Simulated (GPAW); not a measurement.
# PtSe2 (Sudovikovite): optical spectrum from first principles, part 2 of 2

Aim: the dielectric function of PtSe2 (Sudovikovite), and the optical constants that follow from it. The cell comes from an older database entry, whose edges can differ from later determinations, mostly by under a per cent.

GPAW 26.7.0; DFT, PBE, plane-wave PAW (GPAW data sets), scalar-relativistic, RPA, optical limit.

So far. Step 2 (Ground state): There are states at the Fermi level within the smearing, so the occupations stay smeared and the carriers get a Drude term.

The database entry behind the starting cell has ideal inner coordinates that were not refined, so it need not match the best structure at ambient conditions.

## Step 4: Dielectric function, RPA

Transitions between filled and empty bands, summed over the zone, give the optical response, so mesh, band count and broadening shape it.

The induced potential is part of this response.

This step: DFT, PBE, plane-wave PAW (GPAW data sets), scalar-relativistic, RPA, optical limit (GPAW 26.7.0).

df.py reads:

```python
from gpaw.response.df import DielectricFunction

df = DielectricFunction('full.gpw', frequencies={'type': 'nonlinear', 'domega0': 0.03, 'omega2': 8},
                        ecut=50,
                        eta=0.15,
                        nbands=43,
                        rate=0.05,
                        txt='df.txt')
for direction in ['x', 'z']:
    df.get_dielectric_function(xc='RPA', direction=direction, filename=f'df_{direction}.csv')
```

Run with:

```bash
$ OMP_NUM_THREADS=1 python df.py
```

Numbers of over 12 decimals in the logs are rounded to 6 here.

What it wrote:

```text
Using integrator: PointIntegrator
NonLinearFrequencyDescriptor(from 0.000 to 85.358 eV, 526 points)
Nonperiodic BCs:  [False False False]
Using integrator: PointIntegrator
NonLinearFrequencyDescriptor(from 0.000 to 85.358 eV, 526 points)
Nonperiodic BCs:  [False False False]
Using integrator: PointIntegrator

Calculating chi0 body with:
    Ground state adapter containing:
    Number of spins: 1
    Number of kpoints: 2025
    Number of irreducible kpoints: 211
    Number of completely occupied states: 13
    Number of partially occupied states: 16

    Linear response parametrization:
    q_c: [0.0, 0.0, 0.0]
    Number of frequency points: 526
    Planewave cutoff: 50.0
    Number of bands: 43
    Number of planewaves: 53
    Broadening (eta): 0.15

Integrating chi0 body.

Symmetries of q_c:
    Direct symmetries (Uq -> q): 12
    Indirect symmetries (TUq -> q): 0
In total 12 allowed symmetries.

211 groups of equivalent kpoints. 89.580247% reduction.

Integral kind: spectral function

Calculating chi0 optical extensions with:
    Ground state adapter containing:
    Number of spins: 1
    Number of kpoints: 2025
    Number of irreducible kpoints: 211
    Number of completely occupied states: 13
    Number of partially occupied states: 16

    Linear response parametrization:
    Number of frequency points: 526
    Planewave cutoff: 50.0
    Number of bands: 43
    Number of planewaves: 53
    Broadening (eta): 0.15
Integrating chi0 head and wings.

Symmetries of q_c:
    Direct symmetries (Uq -> q): 12
    Indirect symmetries (TUq -> q): 0
In total 12 allowed symmetries.

211 groups of equivalent kpoints. 89.580247% reduction.

Integral kind: spectral function wings

Calculating drude chi0 with:
    Number of frequency points:526
    Plasma frequency decay rate: 0.05 eV

    Ground state adapter containing:
    Number of spins: 1
    Number of kpoints: 2025
    Number of irreducible kpoints: 211
    Number of completely occupied states: 13
    Number of partially occupied states: 16

Symmetries of q_c:
    Direct symmetries (Uq -> q): 12
    Indirect symmetries (TUq -> q): 0
In total 12 allowed symmetries.

211 groups of equivalent kpoints. 89.580247% reduction.

Integral kind: intraband
Plasma frequency:
[[2.36+0.j 0.  -0.j 0.  +0.j]
 [0.  -0.j 2.36+0.j 0.  +0.j]
 [0.  +0.j 0.  +0.j 2.78-0.j]]
```

The job ended after 42 s (1 thread of Arm Neoverse V2, shared host; peak memory 0.32 GiB).

Some rows of df_x.csv (energy; Re and Im without local fields; Re and Im with them):

```text
0.000000, 2272.767095, 0.000000, 2270.523199, 0.000000
0.429336, 6.590597, 11.632017, 4.129453, 11.392176
0.878195, 34.374875, 20.435112, 31.187848, 18.944041
1.347938, 15.315402, 33.397374, 14.166388, 30.605684
1.840057, 6.736139, 24.291476, 6.503945, 22.239944
2.356191, 2.315846, 22.328567, 2.881546, 20.300216
2.898142, -3.889995, 17.612835, -2.639437, 16.812695
3.467895, -4.382889, 9.596027, -3.821890, 9.551184
4.067647, -2.316447, 6.114877, -2.151896, 6.121808
4.699832, 0.113818, 5.065230, 0.104890, 5.043603
5.367152, 1.554464, 5.065919, 1.403121, 4.951978
6.072622, 1.085839, 6.413912, 1.058519, 6.230717
6.819608, 0.695990, 6.808162, 0.673538, 6.620877
7.611886, -1.729351, 5.696143, -1.948454, 5.736857
8.453705, -1.969315, 3.971288, -2.261730, 3.708775
9.349861, -0.752440, 2.555391, -1.068722, 2.187440
10.305790, 0.164007, 3.127230, -0.007508, 2.495813
11.327680, -0.323114, 3.645183, -0.151440, 2.816519
12.422601, -1.357852, 2.926108, -0.906810, 2.574408
13.598673, -1.151072, 1.927871, -0.873977, 1.661962
```

Sum at mesh points, not converged in k. Table of Im ε by photon energy; read off at these points:

| photon energy (eV) | E ∥ x | E ∥ z |
| --- | --- | --- |
| 0.50 | 9.95 | 14.7 |
| 1.00 | 26.8 | 18.5 |
| 1.08 | 29.3 | 19.5 |
| 1.28 | 30.8 | 17.9 |
| 1.50 | 28.2 | 13.3 |
| 2.00 | 21.1 | 9.82 |
| 2.50 | 19.7 | 12.2 |
| 2.74 | 18.5 | 13.8 |
| 3.00 | 15.9 | 12.5 |
| 3.50 | 9.32 | 6.51 |
| 4.00 | 6.52 | 4.12 |
| 4.50 | 5.22 | 3.50 |
| 5.00 | 5.16 | 5.79 |
| 5.50 | 5.33 | 4.77 |
| 6.00 | 6.34 | 4.68 |
| 6.50 | 6.47 | 4.20 |
| 7.00 | 7.11 | 3.59 |
| 7.50 | 6.14 | 3.71 |
| 8.00 | 4.67 | 2.83 |
| 8.50 | 3.56 | 2.71 |
| 9.00 | 2.56 | 3.14 |
| 9.50 | 2.08 | 3.17 |
| 10.00 | 2.21 | 2.91 |
| 10.50 | 2.59 | 2.65 |
| 11.00 | 2.69 | 3.26 |
| 11.50 | 2.81 | 3.36 |
| 12.00 | 2.83 | 2.90 |
| 12.50 | 2.49 | 2.55 |
| 13.00 | 2.11 | 2.48 |
| 13.50 | 1.72 | 2.21 |

Values under 1 per cm are given as 1; sum at mesh points, not converged in k. Absorption coefficient against photon energy:

| photon energy (eV) | E ∥ x (1/cm) | E ∥ z (1/cm) |
| --- | --- | --- |
| 0.492 | 68161 | 1.7e5 |
| 1.010 | 2.4e5 | 2.3e5 |
| 1.486 | 4.9e5 | 3.5e5 |
| 1.985 | 5.7e5 | 3.5e5 |
| 2.508 | 7.7e5 | 5.1e5 |
| 3.018 | 9.7e5 | 7.9e5 |
| 3.510 | 9.3e5 | 7.3e5 |
| 3.980 | 8.9e5 | 6.3e5 |
| 4.516 | 7.7e5 | 4.6e5 |
| 4.981 | 7.6e5 | 7.0e5 |
| 5.515 | 7.9e5 | 7.8e5 |
| 6.021 | 9.9e5 | 8.7e5 |
| 6.494 | 1.1e6 | 8.9e5 |
| 6.985 | 1.3e6 | 8.9e5 |
| 7.496 | 1.5e6 | 9.6e5 |
| 8.026 | 1.5e6 | 8.9e5 |
| 8.516 | 1.5e6 | 8.3e5 |
| 9.023 | 1.4e6 | 9.7e5 |
| 9.483 | 1.2e6 | 1.1e6 |
| 10.026 | 1.1e6 | 1.1e6 |
| 10.519 | 1.2e6 | 1.0e6 |
| 11.029 | 1.3e6 | 1.3e6 |
| 11.479 | 1.4e6 | 1.4e6 |
| 12.023 | 1.6e6 | 1.5e6 |
| 12.504 | 1.7e6 | 1.5e6 |
| 13.000 | 1.7e6 | 1.5e6 |
| 13.512 | 1.6e6 | 1.6e6 |

Sum at mesh points, not converged in k. The reflectivity at normal incidence by photon energy; read off at these points:

| photon energy (eV) | E ∥ x (%) | E ∥ z (%) |
| --- | --- | --- |
| 0.50 | 38.3 | 59.2 |
| 1.00 | 55.1 | 47.2 |
| 1.11 | 55.6 | 48.5 |
| 1.38 | 56.1 | 46.7 |
| 1.50 | 55.5 | 43.4 |
| 2.00 | 51.0 | 35.9 |
| 2.50 | 52.5 | 40.2 |
| 3.00 | 55.0 | 47.0 |
| 3.10 | 55.8 | 47.9 |
| 3.14 | 55.8 | 47.9 |
| 3.50 | 51.2 | 42.1 |
| 4.00 | 45.7 | 31.2 |
| 4.50 | 34.1 | 18.3 |
| 5.00 | 28.9 | 27.5 |
| 5.50 | 26.7 | 26.3 |
| 6.00 | 31.1 | 27.0 |
| 6.50 | 32.7 | 25.7 |
| 7.00 | 36.9 | 23.3 |
| 7.50 | 41.5 | 23.6 |
| 8.00 | 41.4 | 20.5 |
| 8.50 | 44.9 | 16.1 |
| 8.58 | 45.0 | 16.2 |
| 9.00 | 40.1 | 18.5 |
| 9.50 | 31.8 | 19.7 |
| 10.00 | 21.2 | 19.3 |
| 10.50 | 22.5 | 16.9 |
| 11.00 | 22.7 | 19.7 |
| 11.50 | 25.6 | 23.5 |
| 12.00 | 28.0 | 25.6 |
| 12.50 | 32.4 | 24.4 |
| 13.00 | 33.6 | 24.3 |
| 13.17 | 34.4 | 25.2 |
| 13.50 | 34.0 | 26.0 |

The loss function −Im 1/ε at q → 0 has structure finer than the step of the table below, so its rows give means over 0.5 eV, whole bins alone (the curve runs from 0.305 to 14.0 eV). Peaks (eV: height): E ∥ x 0.40: 0.0781, 9.82: 0.478; E ∥ z 4.16: 0.273, 8.21: 0.371, 10.38: 0.348.

Sum at mesh points, not converged in k. The loss function −Im 1/ε at q → 0 by energy loss; means over each step:

| energy loss (eV) | E ∥ x | E ∥ z |
| --- | --- | --- |
| 1.0 | 0.0179 | 0.0444 |
| 1.5 | 0.0329 | 0.0700 |
| 2.0 | 0.0436 | 0.0780 |
| 2.5 | 0.0505 | 0.0694 |
| 3.0 | 0.0612 | 0.0826 |
| 3.5 | 0.0930 | 0.142 |
| 4.0 | 0.135 | 0.233 |
| 4.5 | 0.187 | 0.218 |
| 5.0 | 0.193 | 0.157 |
| 5.5 | 0.174 | 0.199 |
| 6.0 | 0.154 | 0.214 |
| 6.5 | 0.153 | 0.238 |
| 7.0 | 0.146 | 0.273 |
| 7.5 | 0.154 | 0.277 |
| 8.0 | 0.180 | 0.345 |
| 8.5 | 0.205 | 0.322 |
| 9.0 | 0.289 | 0.286 |
| 9.5 | 0.413 | 0.298 |
| 10.0 | 0.447 | 0.329 |
| 10.5 | 0.389 | 0.336 |
| 11.0 | 0.372 | 0.288 |
| 11.5 | 0.353 | 0.296 |
| 12.0 | 0.343 | 0.341 |
| 12.5 | 0.352 | 0.387 |
| 13.0 | 0.395 | 0.403 |
| 13.5 | 0.460 | 0.438 |

Sum at mesh points, not converged in k. Im ε, E ∥ x against photon energy; read off at these points:

| photon energy (eV) | without local fields | with local fields |
| --- | --- | --- |
| 0.50 | 10.3 | 9.95 |
| 0.75 | 14.0 | 13.2 |
| 1.00 | 29.1 | 26.8 |
| 1.25 | 33.5 | 30.7 |
| 1.50 | 30.8 | 28.2 |
| 1.75 | 24.5 | 22.5 |
| 2.00 | 23.1 | 21.1 |
| 2.25 | 22.8 | 20.7 |
| 2.50 | 21.5 | 19.7 |
| 2.75 | 19.6 | 18.4 |
| 3.00 | 16.4 | 15.9 |
| 3.25 | 11.9 | 11.8 |
| 3.50 | 9.36 | 9.32 |
| 3.75 | 8.11 | 8.08 |
| 4.00 | 6.48 | 6.52 |
| 4.25 | 5.74 | 5.71 |
| 4.50 | 5.23 | 5.22 |
| 4.75 | 5.07 | 5.04 |
| 5.00 | 5.22 | 5.16 |
| 5.25 | 5.03 | 4.95 |
| 5.50 | 5.51 | 5.33 |
| 5.75 | 6.10 | 5.86 |
| 6.00 | 6.54 | 6.34 |
| 6.25 | 6.42 | 6.24 |
| 6.50 | 6.63 | 6.47 |
| 6.75 | 6.59 | 6.42 |
| 7.00 | 7.19 | 7.11 |
| 7.25 | 6.57 | 6.54 |
| 7.50 | 6.11 | 6.14 |
| 7.75 | 5.21 | 5.22 |
| 8.00 | 4.84 | 4.67 |
| 8.25 | 4.58 | 4.33 |
| 8.50 | 3.82 | 3.56 |
| 8.75 | 3.18 | 2.89 |
| 9.00 | 2.88 | 2.56 |
| 9.25 | 2.62 | 2.27 |
| 9.50 | 2.48 | 2.08 |
| 9.75 | 2.50 | 2.02 |
| 10.00 | 2.80 | 2.21 |
| 10.25 | 3.12 | 2.48 |
| 10.50 | 3.24 | 2.59 |
| 10.75 | 3.27 | 2.59 |
| 11.00 | 3.48 | 2.69 |
| 11.25 | 3.63 | 2.80 |
| 11.50 | 3.58 | 2.81 |
| 11.75 | 3.51 | 2.82 |
| 12.00 | 3.42 | 2.83 |
| 12.25 | 3.22 | 2.78 |
| 12.50 | 2.84 | 2.49 |
| 12.75 | 2.55 | 2.27 |
| 13.00 | 2.37 | 2.11 |
| 13.25 | 2.15 | 1.89 |
| 13.50 | 1.99 | 1.72 |
| 13.75 | 1.85 | 1.56 |

From ε follow the optical constants at some laser and lamp lines:

| wavelength (nm) | n x | k x | R (%) x | 1/α x | n z | k z | R (%) z | 1/α z |
| --- | --- | --- | --- | --- | --- | --- | --- | --- |
| 1550 | 5.57 | 1.347 | 50.5 | 92 nm | 3.52 | 1.764 | 40.2 | 70 nm |
| 1064 | 5.39 | 2.794 | 55.7 | 30 nm | 3.69 | 2.575 | 48.4 | 33 nm |
| 633 | 3.73 | 2.866 | 51.2 | 18 nm | 2.83 | 1.756 | 36.2 | 29 nm |
| 532 | 3.43 | 2.958 | 51.6 | 14 nm | 3.04 | 1.817 | 38.0 | 23 nm |
| 450 | 2.91 | 3.150 | 53.8 | 11 nm | 2.89 | 2.376 | 44.4 | 15 nm |
| 365 | 1.85 | 2.748 | 52.8 | 11 nm | 1.65 | 2.229 | 44.9 | 13 nm |
| 248 | 1.71 | 1.507 | 28.9 | 13 nm | 2.05 | 1.415 | 27.4 | 14 nm |

In reflection the computed colour is light grey: x = 0.304, y = 0.319, luminous reflectivity 45 %.

## Step 5: Summary of results

At this level (PBE, RPA) PtSe2 is a metal. The mesh is too coarse to trust the carriers' weight, the reflectivity or the colour to better than tens of per cent. In reflection the computed colour is light grey: x = 0.304, y = 0.319, luminous reflectivity 45 %. The carriers' damping of 0.05 eV is typed, not computed; it shapes the response at the lowest energies. The run has no spin polarisation; magnetic order or correlation, untested here, could change the spectrum. Spin-orbit coupling is left out although heavy atoms are present. In this version of GPAW the matrix elements of the optical limit are incomplete, which can lower ε − 1 by up to a tenth where first-row anions or d states rule, and shift it by more in d metals. GPAW's carrier term has the form −ωp²/(ω + i·rate)², which damps like twice the rate and fails at low energy, so the curves leave the lowest energies out. The sum runs over mesh points 0.14 Å⁻¹ apart with no interpolation, so peaks are partly noise of the mesh, and the Drude plasma energy, a sum over the Fermi surface, isn't converged.

[Machine, clock and banner lines and Python warnings are left out of the logs.]

[Logs are printed without paths, hosts, clocks, repeated set-up lines and the standing remarks that a program may print on its own settings, such as how far it seeks lower states.]

[Hosts, paths, dates, database ids (printed as entryN), source tags and the programs' standing remarks are cut or masked in the printed files.]
